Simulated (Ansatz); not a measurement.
# I on Ta(110), ontop start, 2x2 cell: photoemission fingerprints, part 3 of 4

Wanted: core-level shifts and unfolded surface bands for I on Ta(110), ontop start, 2x2 cell.

Ansatz 0.2.0; DFT, PBE, plane-wave PAW, default files, scalar-relativistic.

So far, work function, upper face (eV): step 2 (the clean face) 4.79; step 3 (relaxation) 3.86.

### 4. Layer-resolved bands, DOS and potential (continued)

A(k,E), top over k along the path and E. Zero: Fermi level.

Ten even steps from '_' (0.00 eV⁻¹) to '@' (0.75 eV⁻¹), each cell a mean:
```
______..::..____....::--..____..::::..__........::::::....__
....__....__..__..::::..++....__....__..__..............__..
....______......__::....__..________........________........
__..______............______..____........__............____
____..__......::..____________................__..........__
..........::--::::..______..........----::::____............
________..::..::....________..__....::..::..______........__
............::..__________..........::::........__....__....
______..________________________________________....________
____________________________________________________________
....____........______........____........__________..__....
::..............____..::--::..............____............::
__........__________::..__..........____________..........__
::::..__......____..__::::::................::....::--::..::
--::::++::......--::==::::::::--==::....::--::##@@==::****--
%%##==..----::====++****##%%##--..--::::----++::__--++==++%%
....--==::::::..::::..........----::::::..----::::::::......
____..::..________..__________..::________..........________
__________..______________________....__..__________________
____________________________________________________________
____________________________________________________________
____________________________________________________________
```
Columns: k along the path (Å⁻¹) from 0 to 5.89 (not evenly spaced); rows upwards: E (eV) from -7.7 to 2.03.

A(k,E), middle over k along the path and E. Zero: Fermi level.

Ten even steps from '_' (0.00 eV⁻¹) to '@' (1.65 eV⁻¹), each cell a mean:
```
______..______::----::::..______..______..==........__::..__
..____..::......==::____::..____::::....__......::____..__..
....____::****##::==....__..______--******..______..........
__..____::%%@@%%**....______..____--@@@@++____::..__________
==--..::++--::==@@::__..::==::..--++::::**@@++--..____..--==
::==##@@++------::++..____::++##%%++----::++++::::....--==::
__..++==::....----::++==::__..++==::....::--==--::--==**--__
##@@%%++==----::......::==%%@@##++==----::--==++++==--==++##
==::..........____::..__..==............____..::==++**++++++
____________________......__________________::====++##::____
__..::..__________==--....__..::..________..----++@@##::::__
::......________::::**++--........________::..--**..__++..::
....__....____....__::**++....__....____......--______::==..
**==::__......::__::..==****--..__::....::__..__________--**
..::..::__..::..::__..____..--....__::::__::....__________..
__..::__::____......________......::____..__..______________
____..____::::..__..__________..__..--::..__________________
______::________________________..__________________________
________________::________________________::________________
________..____..________________....________________________
________....__..__________________::____::__________________
__________::--..____________________----____________________
```
Columns: k along the path (Å⁻¹) from 0 to 5.89 (not evenly spaced); rows upwards: E (eV) from -7.7 to 2.03.

A(k,E), bottom over k along the path and E. Zero: Fermi level.

Values in eV⁻¹, 12 rows by 16 columns, each cell a mean:
```
0.26 0.31 0.29 0.09 1.01 0.65 0.69 0.15 0.42 0.19 0.12 0.88 0.86 0.30 0.36 0.42
0.58 0.09 0.53 0.79 0.95 0.80 0.29 0.57 0.06 0.65 0.74 0.33 0.16 1.13 0.87 0.62
0.53 0.71 1.24 1.53 1.45 0.69 0.46 0.59 0.78 1.32 1.60 1.55 0.71 0.64 0.89 0.49
0.38 1.46 1.13 0.84 0.78 0.48 0.41 0.52 1.55 1.03 0.82 0.96 0.84 0.63 0.95 0.40
1.00 0.46 0.23 0.20 0.13 0.34 0.27 0.93 0.36 0.22 0.17 0.23 1.32 1.06 0.62 0.90
0.12 0.16 0.02 0.02 0.05 0.56 0.37 0.15 0.12 0.02 0.02 0.09 0.36 0.78 0.77 0.23
0.68 0.44 0.08 0.01 0.28 0.65 1.05 0.63 0.36 0.05 0.01 0.28 0.42 0.13 0.27 0.72
0.46 0.37 0.32 0.16 0.33 0.26 0.32 0.47 0.34 0.28 0.19 0.29 0.19 0.01 0.02 0.35
0.03 0.27 0.35 0.35 0.25 0.08 0.02 0.04 0.33 0.35 0.34 0.26 0.03 0.01 0.01 0.02
0.01 0.09 0.26 0.21 0.28 0.02 0.01 0.01 0.15 0.24 0.24 0.22 0.00 0.00 0.00 0.01
0.00 0.01 0.19 0.38 0.11 0.00 0.00 0.00 0.04 0.24 0.34 0.08 0.00 0.00 0.00 0.00
0.00 0.00 0.09 0.19 0.02 0.00 0.00 0.00 0.00 0.13 0.17 0.02 0.00 0.00 0.00 0.00
```
Columns: k along the path (Å⁻¹) from 0 to 5.89 (not evenly spaced); rows upwards: E (eV) from -7.7 to 2.03.

Peaks of A(k,E) at the labelled points: for each region the eleven nearest the zero at most, each over 6 % of that point's highest, less those above the energy where the solved bands run out; weight and spread sum the levels within three half widths or 0.3 eV, so near peaks share levels. Peaks of the spectral function, the first 40 of 194 rows:

| point | weight on | E (eV) | A (1/eV) | weight near the peak | rms spread of levels (eV) |
| --- | --- | --- | --- | --- | --- |
| (½,0) | total | -2.78 | 1.41 | 0.931 | 0.094 |
| (½,0) | total | -1.48 | 14.04 | 3.839 | 0.097 |
| (½,0) | total | -1.18 | 3.255 | 2.595 | 0.103 |
| (½,0) | total | -0.56 | 1.505 | 0.394 | 0.127 |
| (½,0) | total | -0.38 | 1.244 | 1.227 | 0.173 |
| (½,0) | total | -0.1 | 6.287 | 1.494 | 0.092 |
| (½,0) | total | 0.2 | 2.252 | 1.419 | 0.184 |
| (½,0) | total | 0.44 | 1.282 | 0.495 | 0.126 |
| (½,0) | total | 1.1 | 3.669 | 1.503 | 0.085 |
| (½,0) | total | 1.28 | 5.215 | 1.558 | 0.099 |
| (½,0) | top | -3.02 | 0.41 | 0.136 | 0.125 |
| (½,0) | top | -2.76 | 0.318 | 0.131 | 0.114 |
| (½,0) | top | -2.34 | 0.212 | 0.032 | 0 |
| (½,0) | top | -1.54 | 0.243 | 0.056 | 0.054 |
| (½,0) | top | -1.18 | 0.142 | 0.042 | 0.137 |
| (½,0) | top | -0.68 | 0.153 | 0.046 | 0.059 |
| (½,0) | top | -0.56 | 0.201 | 0.065 | 0.142 |
| (½,0) | top | -0.12 | 0.205 | 0.054 | 0.115 |
| (½,0) | top | 1.1 | 0.436 | 0.087 | 0.057 |
| (½,0) | top | 1.62 | 0.19 | 0.037 | 0.056 |
| (½,0) | middle | -3.02 | 0.419 | 0.254 | 0.181 |
| (½,0) | middle | -2.96 | 0.379 | 0.254 | 0.181 |
| (½,0) | middle | -2.76 | 0.301 | 0.123 | 0.109 |
| (½,0) | middle | -1.48 | 3.779 | 0.987 | 0.105 |
| (½,0) | middle | -1.18 | 0.904 | 0.549 | 0.119 |
| (½,0) | middle | -0.56 | 0.241 | 0.055 | 0.119 |
| (½,0) | middle | -0.38 | 0.237 | 0.307 | 0.143 |
| (½,0) | middle | -0.1 | 2.025 | 0.471 | 0.072 |
| (½,0) | middle | 0.2 | 0.393 | 0.457 | 0.13 |
| (½,0) | middle | 1.1 | 0.345 | 0.189 | 0.08 |
| (½,0) | middle | 1.28 | 0.767 | 0.192 | 0.085 |
| (½,0) | bottom | -3.24 | 3.829 | 0.704 | 0.086 |
| (½,0) | bottom | -1.4 | 4.037 | 1 | 0.069 |
| (½,0) | bottom | -1.2 | 0.575 | 0.985 | 0.07 |
| (½,0) | bottom | -0.56 | 0.367 | 0.085 | 0.115 |
| (½,0) | bottom | -0.38 | 0.287 | 0.3 | 0.173 |
| (½,0) | bottom | -0.1 | 1.55 | 0.364 | 0.089 |
| (½,0) | bottom | 0.2 | 0.553 | 0.326 | 0.168 |
| (½,0) | bottom | 1.28 | 3.628 | 0.753 | 0.05 |
| (½,0) | bottom | 1.62 | 0.254 | 0.026 | 0.039 |

The DOS has structure finer than the step of the table below, so its rows give means over 0.5 eV, whole bins alone (the curve runs from -16.1 to 1.82 eV). Peaks (eV: height): total -14.07: 6.91, -2.88: 19.3, -1.38: 30.2; Ta 5d -2.88: 15.5, -1.38: 28.7; Ta 6s -4.17: 3.62, -0.28: 2.52; I 5p -4.58: 4.13; Ta 6p* -2.88: 0.418, -0.17: 1.61, 1.02: 1.48.

* holds the states left over by the projection beside any projected weight of its own. The DOS by E, zero at the Fermi level; means over each step; values in states/eV/cell:

| E (eV) | total | Ta 5d | Ta 6s | I 5p | Ta 6p* | I 5s |
| --- | --- | --- | --- | --- | --- | --- |
| -15.0 | 0 | 0 | 0 | 0 | 0 | 0 |
| -14.5 | 0.524 | 0.0214 | 0.0236 | 0.00100 | 0.00167 | 0.476 |
| -14.0 | 3.47 | 0.143 | 0.155 | 0.00660 | 0.0112 | 3.15 |
| -13.5 | 0.00605 | 2.5e-4 | 2.7e-4 | 1.1e-5 | 2.0e-5 | 0.00549 |
| -13.0 | 0 | 0 | 0 | 0 | 0 | 0 |
| -12.5 | 0 | 0 | 0 | 0 | 0 | 0 |
| -12.0 | 0 | 0 | 0 | 0 | 0 | 0 |
| -11.5 | 0 | 0 | 0 | 0 | 0 | 0 |
| -11.0 | 0 | 0 | 0 | 0 | 0 | 0 |
| -10.5 | 0 | 0 | 0 | 0 | 0 | 0 |
| -10.0 | 0 | 0 | 0 | 0 | 0 | 0 |
| -9.5 | 0 | 0 | 0 | 0 | 0 | 0 |
| -9.0 | 0 | 0 | 0 | 0 | 0 | 0 |
| -8.5 | 0 | 0 | 0 | 0 | 0 | 0 |
| -8.0 | 0.00172 | 0 | 0.00165 | 3.0e-5 | 1.5e-5 | 1.6e-5 |
| -7.5 | 0.417 | 0.00263 | 0.398 | 0.00795 | 0.00459 | 0.00378 |
| -7.0 | 0.897 | 0.0110 | 0.840 | 0.0228 | 0.0157 | 0.00745 |
| -6.5 | 1.46 | 0.0606 | 1.26 | 0.0890 | 0.0343 | 0.0162 |
| -6.0 | 2.34 | 0.167 | 1.80 | 0.276 | 0.0621 | 0.0301 |
| -5.5 | 3.50 | 0.455 | 2.03 | 0.872 | 0.0902 | 0.0483 |
| -5.0 | 6.25 | 1.28 | 2.65 | 2.15 | 0.135 | 0.0344 |
| -4.5 | 8.71 | 2.54 | 2.90 | 3.10 | 0.166 | 0.00527 |
| -4.0 | 9.80 | 5.34 | 3.29 | 0.976 | 0.198 | 0.00128 |
| -3.5 | 11.3 | 7.52 | 2.81 | 0.699 | 0.235 | 3.8e-4 |
| -3.0 | 17.0 | 13.2 | 2.70 | 0.733 | 0.358 | 5.5e-4 |
| -2.5 | 12.7 | 10.7 | 1.28 | 0.428 | 0.290 | 6.0e-4 |
| -2.0 | 8.85 | 8.04 | 0.405 | 0.180 | 0.220 | 4.7e-4 |
| -1.5 | 23.6 | 22.3 | 0.516 | 0.146 | 0.557 | 0.00252 |
| -1.0 | 26.2 | 24.0 | 1.10 | 0.219 | 0.858 | 0.00466 |
| -0.5 | 24.9 | 21.5 | 2.05 | 0.147 | 1.22 | 0.00888 |
| 0.0 | 21.2 | 17.8 | 1.92 | 0.105 | 1.41 | 0.00809 |
| 0.5 | 13.0 | 10.6 | 1.05 | 0.133 | 1.28 | 0.00382 |
| 1.0 | 10.8 | 8.60 | 0.735 | 0.157 | 1.34 | 0.00240 |
| 1.5 | 11.3 | 9.57 | 0.663 | 0.200 | 0.854 | 0.00657 |

This run's widths, added to any smearing of the DOS itself: Gaussian 0.2 eV, Lorentzian 0.1 eV. Intensity against binding energy, zero at the Fermi level; values in % of the maximum within 13 eV:

| binding energy (eV) | 21.2 eV | 150 eV | 900 eV | 1486.7 eV | 5414.7 eV |
| --- | --- | --- | --- | --- | --- |
| -1 | 0.979 | 1.06 | 0.997 | 0.998 | 1.02 |
| 0 | 37.4 | 39.3 | 38.1 | 38.2 | 39.3 |
| 1 | 90.6 | 92.4 | 91.0 | 91.0 | 91.7 |
| 2 | 34.0 | 36.4 | 34.0 | 33.8 | 34.0 |
| 3 | 51.6 | 63.9 | 53.6 | 53.4 | 56.3 |
| 4 | 23.9 | 41.5 | 26.8 | 26.6 | 30.6 |
| 5 | 11.1 | 42.2 | 14.6 | 13.9 | 18.4 |
| 6 | 1.85 | 10.5 | 3.43 | 3.37 | 5.60 |
| 7 | 0.362 | 3.08 | 1.02 | 1.03 | 2.01 |
| 8 | 0.142 | 0.347 | 0.178 | 0.176 | 0.226 |
| 9 | 0.0960 | 0.207 | 0.113 | 0.112 | 0.133 |
| 10 | 0.0706 | 0.167 | 0.0858 | 0.0844 | 0.100 |
| 11 | 0.0545 | 0.172 | 0.0733 | 0.0716 | 0.0883 |
| 12 | - | 0.251 | 0.0774 | 0.0744 | 0.101 |
| 13 | - | 0.742 | 0.152 | 0.142 | 0.228 |
| 14 | - | 85.9 | 14.3 | 13.1 | 23.3 |
| 15 | - | 1.13 | 0.209 | 0.193 | 0.326 |
| 16 | - | 0.260 | 0.0608 | 0.0574 | 0.0866 |

Maxima picked by a test of local sharpness, so broad peaks and shoulders can be missing; peaks within 0.45 eV of a curve's cut are left out. Valence peaks, by row:

| photon energy (eV) | binding energy (eV) | height (% of the maximum within 13 eV) | main shell | its share (%) |
| --- | --- | --- | --- | --- |
| 21.2 | 4.6 | 19.5 | Ta 5d | 57.03 |
| 21.2 | 2.85 | 55.46 | Ta 5d | 96.91 |
| 21.2 | 1.35 | 100 | Ta 5d | 99.41 |
| 21.2 | 0.35 | 79.48 | Ta 5d | 99.32 |
| 150 | 14.1 | 111.5 | I 5s | 98.24 |
| 150 | 4.6 | 66.85 | I 5p | 72.55 |
| 150 | 2.85 | 66.82 | Ta 5d | 77.5 |
| 150 | 1.35 | 100 | Ta 5d | 95.19 |
| 150 | 0.35 | 82.47 | Ta 5d | 91.12 |
| 900 | 14.1 | 18.52 | I 5s | 94.1 |
| 900 | 4.6 | 24.25 | I 5p | 48.14 |
| 900 | 2.85 | 57.06 | Ta 5d | 93.08 |
| 900 | 1.35 | 100 | Ta 5d | 98.71 |
| 900 | 0.35 | 80.99 | Ta 5d | 97.34 |
| 1487 | 14.1 | 16.94 | I 5s | 93.77 |
| 1487 | 4.6 | 23.05 | I 5p | 45.76 |
| 1487 | 2.85 | 56.85 | Ta 5d | 93.26 |
| 1487 | 1.35 | 100 | Ta 5d | 98.73 |
| 1487 | 0.35 | 81.3 | Ta 5d | 97.25 |
| 5415 | 14.1 | 30.2 | I 5s | 95.97 |
| 5415 | 4.6 | 28.91 | I 5p | 47.57 |
| 5415 | 2.85 | 59.28 | Ta 5d | 88.12 |
| 5415 | 1.3 | 100 | Ta 5d | 97.51 |
| 5415 | 0.35 | 83.55 | Ta 5d | 94.01 |

From the Fermi level. The planar mean, electrostatic potential by z:

z (Å), planar mean, electrostatic potential (eV) and a bar from the least value:
```
      0.0        4.5 ##############################
      0.5        4.7 ##############################
      1.0        4.8 ##############################
      1.5        4.8 ##############################
      2.0        4.8 ##############################
      2.5        4.8 ##############################
      3.0        4.8 ##############################
      3.5        4.8 ##############################
      4.0        4.8 ##############################
      4.5        4.8 ##############################
      5.0        4.6 ##############################
      5.5        4.1 #############################
      6.0        2.6 ###########################
      6.5       -1.8 ######################
      7.0      -12.1 #########
      7.5      -19.5 
      8.0      -11.7 ##########
      8.5       -2.2 #####################
      9.0       -4.3 ###################
      9.5      -15.3 #####
     10.0      -18.4 #
     10.5       -7.9 ##############
     11.0       -1.4 ######################
     11.5       -7.6 ###############
     12.0      -18.2 ##
     12.5      -15.5 #####
     13.0       -4.7 ##################
     13.5       -3.0 ####################
     14.0      -12.9 ########
     14.5      -19.5 
     15.0      -11.2 ##########
     15.5       -2.0 ######################
     16.0        0.1 ########################
     16.5        0.9 #########################
     17.0        0.9 #########################
     17.5        1.8 ##########################
     18.0        3.4 ############################
     18.5        3.7 #############################
     19.0        3.8 #############################
     19.5        3.8 #############################
     20.0        3.9 #############################
     20.5        3.9 #############################
     21.0        3.9 #############################
     21.5        3.9 #############################
     22.0        3.9 #############################
     22.5        3.9 #############################
     23.0        3.9 #############################
     23.5        4.0 #############################
     24.0        4.2 #############################
     24.5        4.4 #############################
```

Shapes are the site's partial DOS without matrix elements, which overweights lines from ligand s bands. Intensity, Ta L-beta5 against emission energy less the core level's binding energy, zero at the Fermi level; read off at these points:

emission energy less the core level's binding energy (eV), intensity, Ta L-beta5 (% of the unpolarised maximum) and a bar:
```
    -16.0        3.6 
    -15.5        3.9 
    -15.0        4.2 
    -14.5        4.5 
    -14.0        4.9 
    -13.5        5.3 #
    -13.0        5.7 #
    -12.5        6.2 #
    -12.0        6.8 #
    -11.5        7.5 #
    -11.0        8.3 #
    -10.5        9.2 ##
    -10.0       10.3 ##
     -9.5       11.6 ###
     -9.0       13.2 ###
     -8.5       15.2 ####
     -8.0       17.6 ####
     -7.5       20.5 #####
     -7.0       24.1 ######
     -6.5       28.6 ########
     -6.0       34.0 #########
     -5.5       40.7 ############
     -5.0       48.4 ##############
     -4.5       57.2 #################
     -4.0       66.6 ####################
     -3.5       76.0 #######################
     -3.0       84.9 #########################
     -2.5       92.4 ############################
     -2.0       97.7 #############################
     -1.5      100.0 ##############################
     -1.0       98.2 #############################
     -0.5       92.1 ############################
      0.0       82.4 #########################
      0.5       71.0 #####################
      1.0       59.5 #################
```

The spectra weight each projected shell by its atomic cross section (Dirac–Hartree–Slater) and angular factor, for unpolarised light with the analyser at 54.7° from the beam. Broadening, on top of any smearing of the DOS itself: a Gaussian of 0.2 eV and a Lorentzian of 0.1 eV plus 0 times the binding energy (full widths), Fermi edge at 300 K. Each atom is damped by exp[−depth/(λ cos θ)], θ = 0° from the normal, λ from the universal curve. The files freeze Ta 4f, so the spectra stop above those lines. Curves are cut 10 eV under the photon energy, above any shell that the free atom's threshold puts out of reach, or at the lower edge of the window: 11.2 eV at 21.2 eV, 16.1 eV at 150 eV, 16.1 eV at 900 eV, 16.1 eV at 1486.7 eV and 16.1 eV at 5414.7 eV. A star in tables and legends marks shells that hold the states left over by the projection (1.8 % of the filled ones), a stand-in for orbitals that the files don't project on. Dipole terms alone, which is rough above 3 keV; no background, satellites or final-state effects.

How the area divides among the shells (%):

| shell | 21.2 eV | 150 eV | 900 eV | 1486.7 eV | 5414.7 eV |
| --- | --- | --- | --- | --- | --- |
| I 5s | 0.0 | 13.0 | 2.9 | 2.7 | 4.5 |
| I 5p | 4.7 | 18.2 | 6.1 | 5.6 | 6.7 |
| Ta 6s | 0.1 | 7.8 | 3.3 | 3.5 | 7.9 |
| Ta 5d | 95.0 | 60.6 | 87.5 | 88.0 | 80.4 |

(Continued in part 4 of 4.)

[Logs are printed without paths, hosts, clocks, repeated set-up lines and the standing remarks that a program may print on its own settings, such as how far it seeks lower states.]

[Hosts, paths, dates, database ids (printed as entryN), source tags and the programs' standing remarks are cut or masked in the printed files.]

[Maps of the electrostatic potential energy from Ansatz leave out the sawtooth potential of an applied field or a dipole correction, so their vacuum need not be flat; work functions include it.]
